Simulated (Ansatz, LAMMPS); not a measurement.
# Structural relaxation of a frame of liquid (Li,Na,Cs)(Cl,I) from 1200 K (60 atoms)

Aim: bring a frame of liquid (Li,Na,Cs)(Cl,I) from 1200 K (60 atoms) to a nearby minimum of the energy and see what moves.

Program: Ansatz 0.2.0. Level of theory: Kohn-Sham DFT, PBE, PAW (set soft_2), plane waves. Results are calculated unless marked as measured.

## Step 1: Set-up

The cell holds 60 atoms: 10 Li, 16 Na, 4 Cs, 21 Cl and 9 I. Its edges and angles: a = 12.968 Å, b = 12.968 Å, c = 12.968 Å, α = 90.0°, β = 90.0°, γ = 90.0°. 60 atoms (10 Li, 16 Na, 4 Cs, 21 Cl, 9 I) placed at random at 2.17 g/cm³, melted at 1800 K for 10 ps at fixed volume with the Lennard-Jones and Coulomb ion parameters for SPC/E (Joung and Cheatham, J. Phys. Chem. B 112, 9020 (2008)), full charges. Snapshot at the end of a hold of 20 ps at 1200 K and fixed volume.

Limits known from the start: The starting topology of bonds comes from the classical model. The ion parameters were fitted for water, not for melts, so the starting structure of this cell may lie well off the real melt's. Sampling is at Γ alone, for a cell whose shortest periodic width is 13 Å. Spin–orbit coupling is left out, which matters for the levels of the heavy elements.

## Step 2: Single point at the start

A single point comes first, to see the forces before anything moves.

Input file input.yaml:

```yaml
crystal:
  lattice:
    - [12.9684, 0.0, 0.0]
    - [0.0, 12.9684, 0.0]
    - [0.0, 0.0, 12.9684]
  atoms:
    - { symbol: Li, position: [0.36603, 0.08431, 0.71147] }
    - { symbol: Li, position: [0.81256, 0.07986, 0.6222] }
    - { symbol: Li, position: [0.39127, 0.36453, 0.40753] }
    - { symbol: Li, position: [0.54148, 0.59568, 0.32238] }
    [... 50 atom lines left out ...]
    - { symbol: I, position: [0.92588, 0.76582, 0.15214] }
    - { symbol: I, position: [0.42022, 0.83924, 0.77976] }
    - { symbol: I, position: [0.89107, 0.28793, 0.21342] }
    - { symbol: I, position: [0.00956, 0.00833, 0.49444] }
    - { symbol: I, position: [0.81245, 0.33836, 0.58972] }
    - { symbol: I, position: [0.32517, 0.66958, 0.33228] }
kpoints:
  mp_grid: { grid: [1, 1, 1] }
hamiltonian:
  xc: pbe
scf:
  occupations: { method: fixed }
output:
  forces: true
  stress: true
  populations: intrinsic
  dos:
    method: { smearing: { sigma: 0.15 } }
    de: 0.1
    projected: { site_lists: { Cl: [Cl], Cs: [Cs], I: [I], Li: [Li], Na: [Na] } }
  eigenvalues: true
```

Launch:

```bash
> ansatz run input.yaml --threads 4 --pin off --max-ram 8192MiB --backend cpu --events-out ev --progress --plain --runs-dir out
```

It took 41 s on 4 threads of Arm Neoverse N1, shared host; peak memory 2.4 GiB.

The run gave:

```
free energy                                      : -138887.1503 eV
free energy per atom                             : -2314.7858 eV/atom
SCF cycles                                       : 8
pressure                                         : -0.4931 GPa
r.m.s. force component                           : 0.3365 eV/Å
longest force                                    : 1.456 eV/Å
Fermi energy                                     : 0.8025 eV
gap (highest filled to lowest empty level) : 2.745 eV
```

The r.m.s. force component of 0.34 eV/Å and the pressure of -0.49 GPa set the starting point.

Length of the force by element:

```
element  coordination  atoms  mean length of the force (eV/Å)  spread  least   most
     Cl           all     21                            0.601   0.312  0.113   1.46
     Cs           all      4                            0.510   0.171  0.259  0.733
      I           all      9                            0.497   0.243  0.198  0.923
     Li           all     10                            0.546   0.183  0.272  0.862
     Na           all     16                            0.433   0.181  0.110  0.795
```

## Step 3: Relaxation

The atoms are relaxed in the fixed cell, aiming at the force tolerance of the input.

input.yaml, the sections that differ from step 2:

```yaml
output:
  forces: true
relax:
  f_tol: 0.03
  max_steps: 200
# crystal, kpoints, hamiltonian, scf: as in step 2
```

Run time: 10 min. Hardware: 4 threads; peak memory 2.3 GiB; 40 min of CPU time.

The steps of the relaxation (22 of 32):

```
step  energy less that of the first step (eV)  largest force component (eV/Å)
   1                                   0.0000                          0.9626
   2                                  -1.9577                          0.5720
   4                                  -4.2587                          0.2171
   5                                  -4.7555                          0.1639
   7                                  -5.4587                          0.1063
   8                                  -5.7500                          0.1142
  10                                  -6.0579                          0.0871
  11                                  -6.1695                          0.0687
  13                                  -6.4048                          0.1074
  14                                  -6.5140                          0.0819
  16                                  -6.6651                          0.1017
  17                                  -6.7321                          0.1759
  19                                  -6.8918                          0.0785
  20                                  -6.9407                          0.1028
  22                                  -7.0191                          0.0590
  23                                  -7.0368                          0.0777
  25                                  -7.0607                          0.0345
  26                                  -7.0698                          0.0376
  28                                  -7.0810                          0.0234
  29                                  -7.0810                          0.0234
  31                                  -7.0852                          0.0124
  32                                  -7.0863                          0.0157
```

The atoms that moved most (Å):

```
atom      dx      dy      dz  length
Cl43   0.763  -1.367   1.902   2.464
Na24  -1.579  -0.520  -0.435   1.718
Na22  -0.901   0.939   0.929   1.599
Na12   1.303  -0.779   0.427   1.577
Cl44   1.356  -0.287  -0.614   1.516
Cs30  -0.042  -1.087  -0.849   1.380
Na19  -0.123  -0.453  -1.267   1.351
 Li6   1.084  -0.082   0.736   1.313
```

The relaxation changed the energy by -118 meV/atom, and atoms moved by 0.96 Å r.m.s., 2.5 Å at most.

## Step 4: Distances and neighbours after relaxation

Bonds before and after, by the cutoffs listed below:

```csv
pair,bonds before,bonds after,mean before (Å),mean after (Å),spread before (Å),spread after (Å)
Cl-Na,45,52,2.883,2.816,0.194,0.105
Cl-Li,21,23,2.522,2.358,0.138,0.052
Na-I,13,19,3.184,3.298,0.287,0.178
Li-I,13,14,2.909,2.874,0.274,0.153
I-Cs,6,7,3.729,3.884,0.261,0.205
```

Density 2.17 g/cm³, 36.35 Å³ an atom.

Pair distribution functions g(r), in bins of 0.2 Å:

| r (Å) | total | Cl-Cl | Cl-Na | Cl-Li | Cl-I | Cl-Cs | Na-Na |
| --- | --- | --- | --- | --- | --- | --- | --- |
| 2.20 | 0.10 | 0.00 | 0.00 | 0.83 | 0.00 | 0.00 | 0.00 |
| 2.40 | 1.82 | 0.00 | 0.00 | 15.61 | 0.00 | 0.00 | 0.00 |
| 2.60 | 0.55 | 0.00 | 1.80 | 0.65 | 0.00 | 0.00 | 0.00 |
| 2.80 | 2.71 | 0.00 | 12.25 | 0.00 | 0.00 | 0.00 | 0.00 |
| 3.00 | 0.92 | 0.00 | 2.66 | 0.00 | 0.00 | 0.00 | 0.00 |
| 3.20 | 0.56 | 0.00 | 0.26 | 0.00 | 0.00 | 0.00 | 0.00 |
| 3.40 | 0.62 | 0.00 | 0.45 | 0.00 | 0.00 | 2.64 | 0.00 |
| 3.60 | 1.12 | 1.81 | 0.21 | 0.31 | 0.00 | 7.28 | 1.52 |
| 3.80 | 0.94 | 2.18 | 0.00 | 0.28 | 0.61 | 1.47 | 1.43 |
| 4.00 | 1.29 | 2.47 | 0.00 | 0.00 | 2.59 | 0.66 | 3.42 |
| 4.20 | 1.23 | 2.21 | 0.29 | 0.23 | 3.36 | 0.60 | 1.93 |
| 4.40 | 0.87 | 1.21 | 0.53 | 0.00 | 1.65 | 0.53 | 1.04 |
| 4.60 | 1.16 | 2.25 | 0.49 | 0.97 | 2.15 | 0.47 | 1.59 |
| 4.80 | 0.90 | 0.86 | 0.33 | 1.08 | 0.79 | 0.00 | 1.17 |
| 5.00 | 0.90 | 0.32 | 0.30 | 1.98 | 1.46 | 0.42 | 1.09 |
| 5.20 | 0.95 | 0.59 | 0.67 | 2.01 | 1.70 | 0.39 | 0.74 |
| 5.40 | 0.91 | 0.96 | 1.15 | 1.14 | 0.62 | 1.42 | 1.16 |
| 5.60 | 0.80 | 1.00 | 0.90 | 0.92 | 0.29 | 0.32 | 0.65 |
| 5.80 | 1.10 | 0.69 | 1.69 | 0.86 | 0.96 | 0.92 | 0.40 |
| 6.00 | 1.16 | 0.43 | 1.72 | 1.60 | 0.76 | 0.87 | 0.57 |
| 6.20 | 1.12 | 0.92 | 1.80 | 1.19 | 1.07 | 2.15 | 0.53 |
| 6.40 | 0.62 | 0.19 | 0.76 | 0.51 | 0.56 | 1.01 | 0.00 |

Bonds by pair of elements; cutoffs follow the first minimum of g(r), held within bounds set by covalent radii, and pairs that aren't listed don't count as bonded:

```csv
pair A-B,cutoff (Å),bonds,mean length (Å),spread (Å),shortest (Å),B about A,A about B
Cl-Na,3.27,52,2.82,0.105,2.66,2.48,3.25
Cl-Li,2.88,23,2.36,0.052,2.25,1.09,2.3
Cl-Cs,4.05,15,3.59,0.146,3.40,0.714,3.75
Na-I,3.88,19,3.30,0.178,3.06,1.19,2.11
Li-I,3.43,14,2.87,0.153,2.63,1.4,1.56
I-Cs,4.48,7,3.88,0.205,3.71,0.778,1.75
```

The cutoff for Cl-Cs falls short of the minimum of g(r), so counts run low and odd coordinations can be artefacts.

How many atoms have how many bonded neighbours:

```csv
element,mean,3,4,5,6,7
Cl,4.29,2,11,8,0,0
Cs,5.5,0,0,3,0,1
I,4.44,1,4,3,1,0
Li,3.7,3,7,0,0,0
Na,4.44,0,9,7,0,0
```

Bond angles (no mean is given where the spread exceeds 20°):

| angle | count | mean (°) | spread (°) |
| --- | --- | --- | --- |
| Cl-Na-Cl | 66 | - | - |
| Na-Cl-Na | 51 | - | - |
| Cl-Na-I | 50 | - | - |
| Li-Cl-Na | 41 | - | - |
| Cs-Cl-Na | 33 | - | - |

Bond length by coordination (bonds to H left out):

```
element  coordination  atoms  mean bond length (Å)
     Cl             3      2                  2.52
     Cl             4     11                  2.77
     Cl             5      8                  2.94
     Cs             5      3                  3.70
     Cs             7      1                  3.66
      I             3      1                  3.00
      I             4      4                  3.33
      I             5      3                  3.24
      I             6      1                  3.21
     Li             3      3                  2.44
     Li             4      7                  2.59
     Na             4      9                  2.90
     Na             5      7                  2.99
```

First main peaks of g(r), for some of the pairs, lie near 2.8 Å (Cl-Na), 2.4 Å (Cl-Li), 4.2 Å (Cl-I) and 3.5 Å (Cl-Cs).

## Step 5: Single point at the relaxed geometry

The electronic structure is read at the final geometry, in a run of its own.

Input file input.yaml:

```yaml
crystal:
  lattice:
    - [12.9684, 0.0, 0.0]
    - [0.0, 12.9684, 0.0]
    - [0.0, 0.0, 12.9684]
  atoms:
    - { symbol: Li, position: [0.41076, 0.05134, 0.68929] }
    - { symbol: Li, position: [0.78221, 0.07339, 0.5866] }
    - { symbol: Li, position: [0.413, 0.42926, 0.40081] }
    - { symbol: Li, position: [0.58461, 0.65262, 0.32304] }
    [... 50 atom lines left out ...]
    - { symbol: I, position: [0.96992, 0.77726, 0.18685] }
    - { symbol: I, position: [0.43823, 0.83804, 0.73441] }
    - { symbol: I, position: [0.89682, 0.35264, 0.17351] }
    - { symbol: I, position: [0.95226, 0.0549, 0.46219] }
    - { symbol: I, position: [0.79386, 0.31764, 0.62837] }
    - { symbol: I, position: [0.28232, 0.66655, 0.32854] }
kpoints:
  mp_grid: { grid: [1, 1, 1] }
hamiltonian:
  xc: pbe
scf:
  occupations: { method: fixed }
output:
  forces: true
  stress: true
  populations: true
  dos:
    method: { smearing: { sigma: 0.1 } }
    de: 0.1
    projected: { site_lists: { Cl: [Cl], Cs: [Cs], I: [I], Li: [Li], Na: [Na] } }
  eigenvalues: true
  write_density: true
  write_potential: true
  volumetric_format: npy
```

Elapsed: 43 s, on 4 threads; peak memory 2.4 GiB; 2.7 min of CPU time.

The program notes that the exchange-correlation potential is rough where the density is thin.

Read from the output:

```
free energy                                      : -138894.2366 eV
free energy per atom                             : -2314.9039 eV/atom
SCF cycles                                       : 7
pressure                                         : -0.4087 GPa
r.m.s. force component                           : 0.00392 eV/Å
longest force                                    : 0.0215 eV/Å
Fermi energy                                     : 0.5634 eV
gap (highest filled to lowest empty level) : 3.398 eV
spilling of the projection                       : 0.00299
```

Löwdin charges by element (they lack the spilled electrons, 0.025 e an atom on average):

```
element  coordination  atoms  mean charge (e)  spread   least    most
     Cl           all     21           -0.693  0.0129  -0.716  -0.669
     Cs           all      4            0.812  0.0167   0.795   0.839
      I           all      9           -0.604  0.0258  -0.654  -0.577
     Li           all     10            0.683  0.0163   0.654   0.712
     Na           all     16            0.715  0.0164   0.673   0.746
```

Density of states as counts of states in windows of 1 eV (from the Fermi level), total and the larger projections:

```csv
from (eV),to (eV),total,Cl p,I p,Na s,Cs p
-10,-8,0.0,0.0,0.0,0.0,0.0
-8,-7,21.0,0.2,0.1,0.0,20.5
-7,-6,3.0,0.0,0.0,0.0,3.0
-6,-4,0.0,0.0,0.0,0.0,0.0
-4,-3,0.2,0.1,0.0,0.0,0.0
-3,-2,53.7,46.8,3.0,1.8,0.1
-2,-1,82.8,68.1,12.0,0.9,0.2
-1,0,42.2,6.1,34.9,0.4,0.1
0,1,1.2,0.0,1.2,0.0,0.0
1,3,0.0,0.0,0.0,0.0,0.0
3,4,2.0,0.0,0.0,1.0,0.0
4,5,13.2,0.6,0.4,5.8,0.0
```

With fixed occupations the program's Fermi level is the highest filled level; weight inside the gap is the broadening of levels at its edges.

Between -26 and -10 eV lie 164 more states.

The stored curve holds about 368 of the 510 electrons; the rest, give or take the few that broadening carries across the Fermi level, lie in deeper levels below its range.

The levels nearest the highest filled one (over half full), pooled over k-points and spins:

| level less the highest filled one (eV) | occupation |
| --- | --- |
| -0.465 | 2 |
| -0.399 | 2 |
| -0.358 | 2 |
| -0.292 | 2 |
| -0.148 | 2 |
| 0 | 2 |
| 3.40 | 0 |
| 4.61 | 0 |
| 4.63 | 0 |
| 4.65 | 0 |
| 4.73 | 0 |
| 4.82 | 0 |

Mean Löwdin charges: Cl -0.69, Cs +0.81, I -0.60, Li +0.68, Na +0.72 e. The largest share in the top eV of filled states is I p (84 % of the projected weight), and in the lowest eV of empty states Na s (50 % of the projected weight).

## Step 6: Results

* energy change in the relaxation: -118.1 meV/atom
* r.m.s. displacement: 0.962 Å
* largest displacement: 2.464 Å
* free energy per atom: -2314.9039 eV/atom
* pressure: -0.4087 GPa
* r.m.s. force component: 0.00392 eV/Å
* gap (highest filled to lowest empty level): 3.398 eV
* wall time of the 3 DFT runs: 12 min

**Reading.** Relaxation lowers the energy by 118 meV/atom and moves atoms by 0.96 Å r.m.s.; the r.m.s. force component goes from 0.34 to 0.0039 eV/Å, the pressure goes from -0.49 to -0.41 GPa, and the gap from 2.74 to 3.40 eV. From the first step to the last the energy fell by 7.086 eV, and the largest move was 2.46 Å (Cl43). The Cl-Li bonds go from 2.522 Å (spread 0.138) to 2.358 Å (spread 0.052), and their number from 21 to 23. The highest filled and lowest empty levels differ by 3.40 eV (at Γ alone); a semilocal functional tends to put such gaps too low. In a disordered cell it changes from sample to sample and from frame to frame.

What to keep in mind: The starting topology of bonds comes from the classical model; in DFT atoms moved by 0.96 Å r.m.s.

[Logs are printed without paths, hosts, clocks, repeated set-up lines and the standing remarks that a program may print on its own settings, such as how far it seeks lower states.]

[Hosts, paths, dates, database ids (printed as entryN), source tags and the programs' standing remarks are cut or masked in the printed files.]
